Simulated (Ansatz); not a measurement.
# Sb2Se3 (Antimonselite): the PBE gap against the k mesh of the density

Wanted: the cheapest k mesh of the density that holds the PBE gap of Sb2Se3 (Antimonselite).

Method: DFT, PBE, plane waves, PAW, in Ansatz 0.2.0.

Most raw output is cut from this account.

## 1. Starting point

It takes space group Pnma (No. 62, orthorhombic). Conventional cell: a = 11.770 Å, b = 3.962 Å, c = 11.620 Å, α = 90.00°, β = 90.00°, γ = 90.00°. Sb has 6 Se at 2.66 to 3.26 Å nearest. Sb has 5 Se at 2.58 to 2.98 Å nearest. Nearest to Se lie 5 Sb at 2.58 to 3.22 Å. Nearest to Se lie 3 Sb at 2.66 to 3.26 Å. Se has 3 Sb at 2.66 to 2.78 Å nearest. Farther neighbours and most contacts between anions are not listed.

The cell and positions come from the Crystallography Open Database and are kept as given unless a step says otherwise. Spin-orbit coupling is left out unless a step names it. The default PAW set here is soft_2. Its files were made with PBE.

## 2. k mesh of the density: 1×2×1

input.yaml reads:

```yaml
crystal:
  lattice:
    - [11.77, 0.0, 0.0]
    - [0.0, 3.962, 0.0]
    - [0.0, 0.0, 11.62]
  atoms:
    - { symbol: Sb, position: [0.0305, 0.25, 0.328] }
    - { symbol: Sb, position: [0.9695, 0.75, 0.672] }
    - { symbol: Sb, position: [0.4695, 0.75, 0.828] }
    - { symbol: Sb, position: [0.5305, 0.25, 0.172] }
    - { symbol: Sb, position: [0.1478, 0.75, 0.0397] }
    - { symbol: Sb, position: [0.8522, 0.25, 0.9603] }
    - { symbol: Sb, position: [0.3522, 0.25, 0.5397] }
    - { symbol: Sb, position: [0.6478, 0.75, 0.4603] }
    - { symbol: Se, position: [0.0534, 0.25, 0.8732] }
    - { symbol: Se, position: [0.9466, 0.75, 0.1268] }
    - { symbol: Se, position: [0.4466, 0.75, 0.3732] }
    - { symbol: Se, position: [0.5534, 0.25, 0.6268] }
    - { symbol: Se, position: [0.1302, 0.75, 0.4434] }
    - { symbol: Se, position: [0.8698, 0.25, 0.5566] }
    - { symbol: Se, position: [0.3698, 0.25, 0.9434] }
    - { symbol: Se, position: [0.6302, 0.75, 0.0566] }
    - { symbol: Se, position: [0.2132, 0.25, 0.1935] }
    - { symbol: Se, position: [0.7868, 0.75, 0.8065] }
    - { symbol: Se, position: [0.2868, 0.75, 0.6935] }
    - { symbol: Se, position: [0.7132, 0.25, 0.3065] }
kpoints:
  mp_grid: { grid: [1, 2, 1] }
  band_path:
    path:
      - [0.0, 0.0, 0.0]
      - [0.5, 0.0, 0.0]
      - [0.5, 0.5, 0.0]
      - [0.0, 0.5, 0.0]
      - [0.0, 0.0, 0.5]
      - [0.5, 0.0, 0.5]
      - [0.5, 0.5, 0.5]
      - [0.0, 0.5, 0.5]
      - [0.0, 0.0, 0.2]
      - [0.0, 0.0, 0.3]
      - [0.0, 0.0, 0.25]
    npoints: 1
hamiltonian:
  xc: pbe
scf:
  occupations: { method: fixed }
  n_extra_bands: 10
output:
  eigenvalues: true
  forces: true
  stress: true
```

Launch:

```console
> ansatz run input.yaml --threads 3 --pin off --max-ram 92160MiB --backend cuda --events-out ev --progress --plain --runs-dir out --devices 1 --max-vram 13GiB
```

The job ended after 4.9 s (1 × NVIDIA H100 80GB HBM3 (shared by 6 runs) with 3 threads of AMD EPYC 7R13 (Zen 3), shared host; peak memory 1.1 GiB).

Numbers from this step:

- pressure: 4.488 GPa
- gap: 0.9617 eV
- valence top at: k = (0.000, 0.000, 0.200)
- conduction bottom at: k = (0.000, 0.000, 0.250)
- least direct gap: 0.9681 eV

The gap is indirect, with the least direct gap 0.006 eV higher.

## 3. k mesh of the density: 2×4×2

Changes to input.yaml since step 2:

```diff
@@ -27,3 +27,3 @@
 kpoints:
-  mp_grid: { grid: [1, 2, 1] }
+  mp_grid: { grid: [2, 4, 2] }
   band_path:
@@ -51 +51,5 @@
   stress: true
+  write_density: true
+  write_potential: true
+  elf: true
+  volumetric_format: npy
```

Run time: 13 s. Hardware: 1 × NVIDIA H100 80GB HBM3 (shared by 6 runs) with 3 threads; peak memory 1.4 GiB; 18 s of CPU time.

This step gave:

```
pressure             : 3.260 GPa
gap                  : 0.9715 eV
valence top at       : k = (0.000, 0.000, 0.200)
conduction bottom at : k = (0.000, 0.000, 0.300)
least direct gap     : 0.9785 eV
```

The gap is 0.971 eV, +0.010 eV from the run before at this level.

## 4. k mesh of the density: 2×6×2 (the default)

Changes to input.yaml since step 3:

```diff
@@ -27,17 +27,10 @@
 kpoints:
-  mp_grid: { grid: [2, 4, 2] }
+  mp_grid: { grid: [2, 6, 2] }
   band_path:
     path:
-      - [0.0, 0.0, 0.0]
-      - [0.5, 0.0, 0.0]
-      - [0.5, 0.5, 0.0]
-      - [0.0, 0.5, 0.0]
-      - [0.0, 0.0, 0.5]
-      - [0.5, 0.0, 0.5]
-      - [0.5, 0.5, 0.5]
-      - [0.0, 0.5, 0.5]
-      - [0.0, 0.0, 0.2]
-      - [0.0, 0.0, 0.3]
-      - [0.0, 0.0, 0.25]
-    npoints: 1
+      - [[0.0, 0.0, 0.0], [0.5, 0.0, 0.0], [0.5, 0.5, 0.0], [0.0, 0.5, 0.0], [0.0, 0.0, 0.0], [0.0, 0.0, 0.5], [0.5, 0.0, 0.5], [0.5, 0.5, 0.5], [0.0, 0.5, 0.5], [0.0, 0.0, 0.5]]
+      - [[0.5, 0.0, 0.0], [0.5, 0.0, 0.5]]
+      - [[0.0, 0.5, 0.0], [0.0, 0.5, 0.5]]
+      - [[0.5, 0.5, 0.0], [0.5, 0.5, 0.5]]
+    npoints: 10
 hamiltonian:
@@ -45,3 +38,3 @@
 scf:
-  occupations: { method: fixed }
+  occupations: { method: fermi_dirac, width: 0.02 }
   n_extra_bands: 10
```

Elapsed: 22 s, on 1 × NVIDIA H100 80GB HBM3 (shared by 6 runs) with 3 threads; peak memory 1.6 GiB; 43 s of CPU time.

Numbers from this step:

```yaml
pressure: 3.333 GPa
gap: 0.9674 eV
valence_top_at: k = (0.000, 0.000, 0.200)
conduction_bottom_at: k = (0.000, 0.000, 0.300)
least_direct_gap: 0.9747 eV
```

The gap is 0.967 eV, −0.004 eV from the run before at this level.

## 5. k mesh of the density: 4×8×4

input.yaml, the sections that differ from step 4:

```yaml
kpoints:
  mp_grid: { grid: [4, 8, 4] }
  band_path:
    path:
      - [0.0, 0.0, 0.0]
      - [0.5, 0.0, 0.0]
      - [0.5, 0.5, 0.0]
      - [0.0, 0.5, 0.0]
      - [0.0, 0.0, 0.5]
      - [0.5, 0.0, 0.5]
      - [0.5, 0.5, 0.5]
      - [0.0, 0.5, 0.5]
      - [0.0, 0.0, 0.2]
      - [0.0, 0.0, 0.3]
      - [0.0, 0.0, 0.25]
    npoints: 1
scf:
  occupations: { method: fixed }
  n_extra_bands: 10
# crystal, hamiltonian, output: as in step 4
```

Run time: 19 s. Hardware: 1 × NVIDIA H100 80GB HBM3 (shared by 6 runs) with 3 threads; peak memory 2.3 GiB; 36 s of CPU time.

This step gave:

* pressure: 3.346 GPa
* gap: 0.9665 eV
* valence top at: k = (0.000, 0.000, 0.200)
* conduction bottom at: k = (0.000, 0.000, 0.300)
* least direct gap: 0.9739 eV

The gap is 0.967 eV, −0.001 eV from the run before at this level.

## 6. The series

Differences are against the last row; a negative gap means that bands overlap, and a run with a band path holds that path's time. Times are wall times on 1 × NVIDIA H100 80GB HBM3 (shared by 6 runs) with 3 threads of AMD EPYC 7R13 (Zen 3), shared host, good to a factor of about two.

```csv
k mesh of the density,gap (eV),direct gap (eV),gap error (eV),energy error (meV/atom),irreducible k,time
1×2×1,0.962,0.968,−0.005,+92.3,2,4.9 s
2×4×2,0.971,0.978,+0.005,−2.9,12,13 s
2×6×2,0.967,0.975,+0.001,−0.1,16,22 s
4×8×4,0.967,0.974,+0.000,+0.0,45,19 s
```

## 7. Results

```yaml
1x2x1: 0.962 eV
2x4x2: 0.971 eV
2x6x2: 0.967 eV
4x8x4: 0.967 eV
```

What this shows: The gap holds to 0.02 eV from 1×2×1 on, the cheapest setting tried. At 1×2×1 the gap is off by −0.005 eV and the energy by +92 meV/atom. The gap is read over the mesh and added points near the edges, so meshes differ mainly through the density and, for a hybrid, the exchange operator.

[Paths, hosts, dates, memory and timing lines, banners, echoed tables and standing remarks are left out of the program output.]

[Logs are printed without paths, hosts, clocks, repeated set-up lines and the standing remarks that a program may print on its own settings, such as how far it seeks lower states.]

[Runs of the session that timed out or met a known fault of the program may be left out.]

[Cells called generated may have been cut or substituted from an entry of the Crystallography Open Database or the Materials Project.]

[Hosts, paths, dates, database ids (printed as entryN), source tags and the programs' standing remarks are cut or masked in the printed files.]
